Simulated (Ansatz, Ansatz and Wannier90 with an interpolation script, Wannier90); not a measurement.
# BaTiO3 (Barioperovskite): what limits a Wannier interpolation of GW

How do the Wannier model and the GW settings move the interpolated bands of BaTiO3 (Barioperovskite)?

Calculated with Wannier90 4.0.3; maximally localised Wannier functions from the overlaps of LDA states (plane waves, PAW).

This is a report of a sequence of runs, with most program output left out.

## Step 1: Set-up

The structure is orthorhombic, space group Amm2 (No. 38). Conventional cell: a = 3.986 Å, b = 5.674 Å, c = 5.690 Å, α = 90.00°, β = 90.00°, γ = 90.00°. Ba has 12 O at 2.77 to 2.92 Å nearest. Ti has 6 O at 1.93 to 2.09 Å nearest. Nearest to O lie 2 Ti at 2.00 Å and 4 Ba at 2.77 to 2.92 Å. O has 2 Ti at 1.93 to 2.09 Å and 4 Ba at 2.81 to 2.84 Å nearest. Farther neighbours and most contacts between anions are not listed.

The cell and positions come from the Crystallography Open Database and are kept as given unless a step says otherwise. Spin-orbit coupling is left out unless a step names it.

## Step 2: Wannier model on 8×8×8, by Wannier90

Localised functions give a small Hamiltonian that interpolates between mesh points at no cost.

w.win

```
num_iter = 1200
conv_tol = 1.0e-8
conv_window = 5
dis_num_iter = 4000
dis_conv_tol = 1.0e-8
dis_mix_ratio = 0.7
write_hr = true
use_ws_distance = false
num_print_cycles = 50
! ansatz wannier90 interface
! projections by site (counted from 0) and shell: 2 2P, 3 2P, 4 2P, 1 3D
! states of the run's bands (counted from 1): 1-31
num_bands = 31
num_wann  = 14
dis_win_min = 5.25
dis_win_max = 18.61
dis_froz_min = 5.25
dis_froz_max = 13.99
guiding_centres = true

begin unit_cell_cart
Ang
                   3.9855                      0.0                      0.0
                      0.0                   2.8369                  2.84515
                      0.0                  -2.8369                  2.84515
end unit_cell_cart

begin atoms_frac
Ba                       0.0                      0.0                      0.0
Ti                       0.5                   0.5124                   0.5124
O                        0.0                   0.4874                   0.4874
O                        0.5                  0.50524                  0.99184
O                        0.5                  0.99184                  0.50524
end atoms_frac

mp_grid = 8 8 8

[... the mesh's points ...]
```

Command:

```sh
$ OMP_NUM_THREADS=1 mpirun -n 8 wannier90.x w > wannier90.x.log
```

It took 6.8 s on 8 MPI ranks of Arm Neoverse V1, shared host; 52 s of CPU time.

This step gave:

- gauge-invariant spread: 14.71 Å²
- diagonal spread: 6.98e-4 Å²
- off-diagonal spread: 0.3095 Å²
- total spread: 15.02 Å²
- disentanglement steps: 117
- r.m.s. interpolation error: 9.59e-5 eV
- r.m.s. error near the gap: 9.98e-5 eV

Near the gap the model misses directly solved bands by 0.1 meV r.m.s. and by 1 meV at most in the window tested. This tests the starting bands, not the corrections carried with them.

## Step 3: Wannier model on 8×8×8, by the program's own minimiser

This step: maximally localised Wannier functions, LDA, plane waves, PAW.

input.yaml

```yaml
crystal:
  lattice:
    - [3.9855, 0.0, 0.0]
    - [0.0, 2.8369, 2.84515]
    - [0.0, -2.8369, 2.84515]
  atoms:
    - { symbol: Ba, position: [0.0, 0.0, 0.0] }
    - { symbol: Ti, position: [0.5, 0.5124, 0.5124] }
    - { symbol: O, position: [0.0, 0.4874, 0.4874] }
    - { symbol: O, position: [0.5, 0.50524, 0.99184] }
    - { symbol: O, position: [0.5, 0.99184, 0.50524] }
kpoints:
  mp_grid: { grid: [4, 4, 4] }
hamiltonian:
  xc: lda
scf:
  occupations: { method: fixed }
  n_extra_bands: 34
output:
  wannier:
    kmesh: [8, 8, 8]
    projections: [{ species: O, l: p, shell: 2 }, { species: Ti, l: d, shell: 3 }]
    minimise: true
    write_hr: true
    seedname: w
    conv_tol: 1.0e-06
    max_iter: 20000
    stability_check: false
    disentanglement:
      window: [5.25, 18.61]
      frozen_window: [5.25, 13.99]
      conv_tol: 1.0e-08
```

Command:

```sh
$ ansatz run input.yaml --threads 8 --pin off --max-ram 18432MiB --backend cpu --events-out ev --progress --plain --runs-dir out
```

It took 11 s on 8 threads; peak memory 1 GiB; 62 s of CPU time.

Numbers from this step:

| Property | Result |
| --- | --- |
| gauge-invariant spread | 14.71 Å² |
| diagonal spread | 6.97e-4 Å² |
| off-diagonal spread | 0.3095 Å² |
| total spread | 15.02 Å² |
| least projectability | 0.6504 |
| localisation steps | 37 |
| disentanglement steps | 113 |
| r.m.s. interpolation error | 9.50e-5 eV |
| r.m.s. error near the gap | 9.88e-5 eV |

Near the gap the model misses directly solved bands by 0.1 meV r.m.s. and by 1 meV at most in the window tested. This tests the starting bands, not the corrections carried with them.

Frozen up to 4.12 eV; above it the model need not follow the bands. The electronic bands at the labelled points (eV, zero at the valence-band top; v1 is the highest filled band, c1 the lowest empty one):

| point | v4 | v3 | v2 | v1 | c1 | c2 | c3 | c4 |
| --- | --- | --- | --- | --- | --- | --- | --- | --- |
| Γ | -1.13 | -0.32 | -0.21 | -0.16 | 1.82 | 1.88 | 2.05 | 4.10 |
| halfway | -1.49 | -1.02 | -1.00 | -0.47 | 2.83 | 2.85 | 3.10 | 4.70 |
| Y | -1.65 | -0.88 | -0.84 | -0.10 | 3.55 | 3.61 | 3.96 | 5.02 |
| halfway | -1.65 | -0.88 | -0.84 | -0.10 | 3.55 | 3.61 | 3.96 | 5.02 |
| C0 | -1.65 | -0.88 | -0.84 | -0.10 | 3.55 | 3.61 | 3.96 | 5.02 |
| jump to Σ0 | -1.65 | -0.88 | -0.84 | -0.10 | 3.55 | 3.61 | 3.96 | 5.02 |
| halfway | -1.45 | -1.05 | -0.97 | -0.49 | 2.70 | 2.96 | 3.09 | 4.69 |
| Γ | -1.13 | -0.32 | -0.21 | -0.16 | 1.82 | 1.88 | 2.05 | 4.10 |
| halfway | -1.56 | -1.20 | -0.50 | -0.49 | 1.92 | 2.74 | 2.79 | 4.10 |
| Z | -1.82 | -1.74 | -0.79 | -0.74 | 1.99 | 3.51 | 3.59 | 4.08 |
| halfway | -2.17 | -0.93 | -0.59 | -0.52 | 3.31 | 3.73 | 3.81 | 5.95 |
| A0 | -2.34 | -0.05 | -0.01 | 0.00 | 4.18 | 4.22 | 4.23 | 7.64 |
| jump to E0 | -2.34 | -0.05 | -0.01 | 0.00 | 4.18 | 4.22 | 4.23 | 7.64 |
| halfway | -2.34 | -0.05 | -0.01 | 0.00 | 4.18 | 4.22 | 4.23 | 7.64 |
| T | -2.34 | -0.05 | -0.01 | 0.00 | 4.18 | 4.22 | 4.23 | 7.64 |
| halfway | -2.37 | -0.52 | -0.51 | -0.07 | 3.83 | 3.86 | 4.09 | 6.48 |
| Y | -1.65 | -0.88 | -0.84 | -0.10 | 3.55 | 3.61 | 3.96 | 5.02 |
| jump to Γ | -1.13 | -0.32 | -0.21 | -0.16 | 1.82 | 1.88 | 2.05 | 4.10 |
| halfway | -1.45 | -1.22 | -0.58 | -0.47 | 1.98 | 2.77 | 2.82 | 4.14 |
| S | -1.85 | -1.68 | -0.79 | -0.71 | 2.04 | 3.54 | 3.57 | 4.13 |
| halfway | -1.36 | -1.34 | -1.01 | -0.48 | 2.81 | 3.55 | 3.65 | 4.74 |
| R | -1.70 | -0.85 | -0.84 | -0.05 | 3.57 | 3.58 | 3.97 | 4.88 |
| halfway | -1.39 | -1.37 | -1.06 | -0.48 | 2.82 | 3.56 | 3.68 | 4.70 |
| Z | -1.82 | -1.74 | -0.79 | -0.74 | 1.99 | 3.51 | 3.59 | 4.08 |
| halfway | -2.18 | -0.92 | -0.56 | -0.52 | 3.33 | 3.76 | 3.78 | 5.95 |
| T | -2.34 | -0.05 | -0.01 | 0.00 | 4.18 | 4.22 | 4.23 | 7.64 |

The same for Kohn-Sham, solved directly:

| point | v4 | v3 | v2 | v1 | c1 | c2 | c3 | c4 |
| --- | --- | --- | --- | --- | --- | --- | --- | --- |
| Γ | -1.13 | -0.32 | -0.21 | -0.16 | 1.82 | 1.88 | 2.05 | 4.10 |
| Y | -1.65 | -0.88 | -0.84 | -0.10 | 3.55 | 3.61 | 3.96 | 4.97 |
| C0 | -1.65 | -0.88 | -0.84 | -0.10 | 3.55 | 3.61 | 3.96 | 4.97 |
| Σ0 | -1.65 | -0.88 | -0.84 | -0.10 | 3.55 | 3.61 | 3.96 | 4.97 |
| Γ | -1.13 | -0.32 | -0.21 | -0.16 | 1.82 | 1.88 | 2.05 | 4.10 |
| Z | -1.82 | -1.74 | -0.79 | -0.74 | 1.99 | 3.51 | 3.59 | 4.08 |
| A0 | -2.34 | -0.05 | -0.01 | 0.00 | 4.18 | 4.22 | 4.23 | 6.66 |
| E0 | -2.34 | -0.05 | -0.01 | 0.00 | 4.18 | 4.22 | 4.23 | 6.66 |
| T | -2.34 | -0.05 | -0.01 | 0.00 | 4.18 | 4.22 | 4.23 | 6.66 |
| Y | -1.65 | -0.88 | -0.84 | -0.10 | 3.55 | 3.61 | 3.96 | 4.97 |
| Γ | -1.13 | -0.32 | -0.21 | -0.16 | 1.82 | 1.88 | 2.05 | 4.10 |
| S | -1.85 | -1.68 | -0.79 | -0.71 | 2.04 | 3.54 | 3.57 | 4.13 |
| R | -1.70 | -0.85 | -0.84 | -0.05 | 3.57 | 3.58 | 3.97 | 4.83 |
| Z | -1.82 | -1.74 | -0.79 | -0.74 | 1.99 | 3.51 | 3.59 | 4.08 |

## Step 4: Wannier model on 4×4×4, by Wannier90

This step: maximally localised Wannier functions from the overlaps of LDA states (plane waves, PAW).

Edit w.win of step 2 so:

```diff
@@ -35,3 +35,3 @@
 
-mp_grid = 8 8 8
+mp_grid = 4 4 4
```

Command:

```sh
$ OMP_NUM_THREADS=1 mpirun -n 8 wannier90.x w > wannier90.x.log
```

Wall time 3.9 s (8 MPI ranks).

Frozen up to 4.12 eV; above it the model need not follow the bands. Electronic bands along the path, in eV, zero at the valence-band top; v1 is the highest filled band, c1 the lowest empty one:

| point | v4 | v3 | v2 | v1 | c1 | c2 | c3 | c4 |
| --- | --- | --- | --- | --- | --- | --- | --- | --- |
| Γ | -1.13 | -0.32 | -0.21 | -0.16 | 1.82 | 1.88 | 2.05 | 4.10 |
| halfway | -1.49 | -1.02 | -1.00 | -0.47 | 2.83 | 2.85 | 3.10 | 4.71 |
| Y | -1.65 | -0.88 | -0.84 | -0.10 | 3.55 | 3.61 | 3.96 | 5.04 |
| halfway | -1.65 | -0.88 | -0.84 | -0.10 | 3.55 | 3.61 | 3.96 | 5.04 |
| C0 | -1.65 | -0.88 | -0.84 | -0.10 | 3.55 | 3.61 | 3.96 | 5.04 |
| jump to Σ0 | -1.65 | -0.88 | -0.84 | -0.10 | 3.55 | 3.61 | 3.96 | 5.04 |
| halfway | -1.45 | -1.05 | -0.97 | -0.49 | 2.70 | 2.96 | 3.09 | 4.70 |
| Γ | -1.13 | -0.32 | -0.21 | -0.16 | 1.82 | 1.88 | 2.05 | 4.10 |
| halfway | -1.56 | -1.20 | -0.50 | -0.49 | 1.92 | 2.74 | 2.79 | 4.10 |
| Z | -1.82 | -1.74 | -0.79 | -0.74 | 1.99 | 3.51 | 3.59 | 4.08 |
| halfway | -2.17 | -0.93 | -0.59 | -0.52 | 3.31 | 3.73 | 3.81 | 5.97 |
| A0 | -2.34 | -0.05 | -0.01 | 0.00 | 4.18 | 4.22 | 4.23 | 7.67 |
| jump to E0 | -2.34 | -0.05 | -0.01 | 0.00 | 4.18 | 4.22 | 4.23 | 7.67 |
| halfway | -2.34 | -0.05 | -0.01 | 0.00 | 4.18 | 4.22 | 4.23 | 7.67 |
| T | -2.34 | -0.05 | -0.01 | 0.00 | 4.18 | 4.22 | 4.23 | 7.67 |
| halfway | -2.37 | -0.52 | -0.51 | -0.07 | 3.83 | 3.86 | 4.09 | 6.51 |
| Y | -1.65 | -0.88 | -0.84 | -0.10 | 3.55 | 3.61 | 3.96 | 5.04 |
| jump to Γ | -1.13 | -0.32 | -0.21 | -0.16 | 1.82 | 1.88 | 2.05 | 4.10 |
| halfway | -1.45 | -1.22 | -0.58 | -0.47 | 1.98 | 2.77 | 2.82 | 4.14 |
| S | -1.85 | -1.68 | -0.79 | -0.71 | 2.04 | 3.54 | 3.57 | 4.13 |
| halfway | -1.36 | -1.34 | -1.01 | -0.48 | 2.81 | 3.55 | 3.65 | 4.75 |
| R | -1.70 | -0.85 | -0.84 | -0.05 | 3.57 | 3.58 | 3.97 | 4.90 |
| halfway | -1.39 | -1.37 | -1.06 | -0.48 | 2.82 | 3.56 | 3.68 | 4.71 |
| Z | -1.82 | -1.74 | -0.79 | -0.74 | 1.99 | 3.51 | 3.59 | 4.08 |
| halfway | -2.18 | -0.92 | -0.56 | -0.52 | 3.33 | 3.76 | 3.78 | 5.97 |
| T | -2.34 | -0.05 | -0.01 | 0.00 | 4.18 | 4.22 | 4.23 | 7.67 |

The same for Kohn-Sham, solved directly:

(Unchanged from step 3.)

The loop ended before it converged.

## Step 5: G0W0: 4×4×4 mesh, 268 empty bands, screening to 150 eV

G0W0 replaces the xc potential by the self-energy, built once from these orbitals. Only a window of levels is corrected, while the sums run over the empty bands that the input names.

This step: G0W0 on LDA, plane waves, PAW.

input.yaml, the sections that differ from step 3:

```yaml
scf:
  occupations: { method: fixed }
gw:
  n_empty_bands: 268
  ecut_chi: 150.0
  qp_bands: [v9, c5]
  screening: { model: contour_deformation }
# crystal, kpoints, hamiltonian: as in step 3
# output: removed
```

Command:

```sh
$ ansatz run input.yaml --threads 8 --pin off --max-ram 18432MiB --backend cpu --events-out ev --progress --plain --runs-dir out
```

Wall time 3.7 min (8 threads); peak memory 2.1 GiB.

The G0W0 gap on the mesh is 3.414 eV.

## Step 6: G0W0: 2×2×2 mesh, 268 empty bands, screening to 150 eV

Edit input.yaml of step 5 so:

```diff
@@ -12,3 +12,3 @@
 kpoints:
-  mp_grid: { grid: [4, 4, 4] }
+  mp_grid: { grid: [2, 2, 2] }
 hamiltonian:
```

Run time: 9.5 s. Hardware: 8 threads; peak memory 1 GiB.

The G0W0 gap on the mesh is 2.944 eV.

## Step 7: G0W0: 4×4×4 mesh, 124 empty bands, screening to 90 eV

Edit input.yaml of step 6 so:

```diff
@@ -12,3 +12,3 @@
 kpoints:
-  mp_grid: { grid: [2, 2, 2] }
+  mp_grid: { grid: [4, 4, 4] }
 hamiltonian:
@@ -18,4 +18,4 @@
 gw:
-  n_empty_bands: 268
-  ecut_chi: 150.0
+  n_empty_bands: 124
+  ecut_chi: 90
   qp_bands: [v9, c5]
```

It took 48 s on 8 threads; peak memory 0.91 GiB; 5.4 min of CPU time.

The G0W0 gap on the mesh is 3.412 eV.

## Step 8: G0W0: 4×4×4 mesh, 268 empty bands, screening to 150 eV, plasmon pole

Edit input.yaml of step 7 so:

```diff
@@ -18,5 +18,5 @@
 gw:
-  n_empty_bands: 124
-  ecut_chi: 90
+  n_empty_bands: 268
+  ecut_chi: 150.0
   qp_bands: [v9, c5]
-  screening: { model: contour_deformation }
+  screening: { model: godby_needs }
```

It took 5.7 min on 8 threads; peak memory 2 GiB.

The G0W0 gap on the mesh is 3.413 eV.

## Step 9: Interpolated results

Times are wall times on 8 threads of Arm Neoverse V1, shared host, good to a factor of about two.

| GW mesh | empty bands | cutoff (eV) | frequency | gap on mesh (eV) | gap over zone (eV) | direct gap (eV) | valence width (eV) | GW time |
| --- | --- | --- | --- | --- | --- | --- | --- | --- |
| 4×4×4 | 268 | 150 | contour deformation | 3.414 | 3.414 | 3.577 | 4.589 | 3.7 min |
| 2×2×2 | 268 | 150 | contour deformation | 2.944 | 3.185 | 3.399 | 4.600 | 9.5 s |
| 4×4×4 | 124 | 90 | contour deformation | 3.412 | 3.412 | 3.554 | 4.670 | 48 s |
| 4×4×4 | 268 | 150 | plasmon pole | 3.413 | 3.413 | 3.574 | 4.872 | 5.7 min |

## Step 10: What came out

```
4×4×4 mesh, 268 empty bands, screening to 150 eV               : 3.41 eV
2×2×2 mesh, 268 empty bands, screening to 150 eV               : 3.19 eV
4×4×4 mesh, 124 empty bands, screening to 90 eV                : 3.41 eV
4×4×4 mesh, 268 empty bands, screening to 150 eV, plasmon pole : 3.41 eV
```

In words: The largest change, −0.23 eV in the gap over the zone, comes with 2×2×2 mesh, 268 empty bands, screening to 150 eV. The first run is a reference, not a converged one, and where a row moves several settings no single cause can be named. Rows on another GW mesh add that mesh's corrections to the bands of the one model. The program's own minimiser ends at the same spread as the first model, 15.0 Å², from the same trial orbitals; this need not be the lowest minimum. Coarser Wannier mesh (4×4×4): the miss near the gap goes from under 1 (the model on 8×8×8) to 3 meV and the total spread from 15.0 to 14.2 Å². With 2×2×2 mesh, 268 empty bands, screening to 150 eV the gap over the zone moves by −0.23 eV and that on the mesh by −0.47 eV. With 4×4×4 mesh, 124 empty bands, screening to 90 eV the gap over the zone moves by −0.002 eV and that on the mesh by −0.002 eV. With 4×4×4 mesh, 268 empty bands, screening to 150 eV, plasmon pole the gap over the zone moves by −0.001 eV and that on the mesh by −0.001 eV. Gaps over the zone and on the mesh differ where an edge lies off the mesh, or where a GW run starts from another density: the starting gap over the zone is 1.817 eV, on the GW meshes it is 1.817 eV and 1.576 eV. The 4×4×4 mesh is coarse for this cell (its supercell is 16 Å along the shortest edge). The RPA ε∞ on it, from the LDA start, is 6.50, 6.56 and 6.62; such meshes misread the long-range screening, most where the gap is narrow. The many-body steps are scalar-relativistic: spin-orbit coupling is not in them.

[Paths, hosts, dates, memory and timing lines, banners, echoed tables and standing remarks are left out of the program output.]

[Logs are printed without paths, hosts, clocks, repeated set-up lines and the standing remarks that a program may print on its own settings, such as how far it seeks lower states.]

[Runs of the session that timed out or met a known fault of the program may be left out.]

[Hosts, paths, dates, database ids (printed as entryN), source tags and the programs' standing remarks are cut or masked in the printed files.]
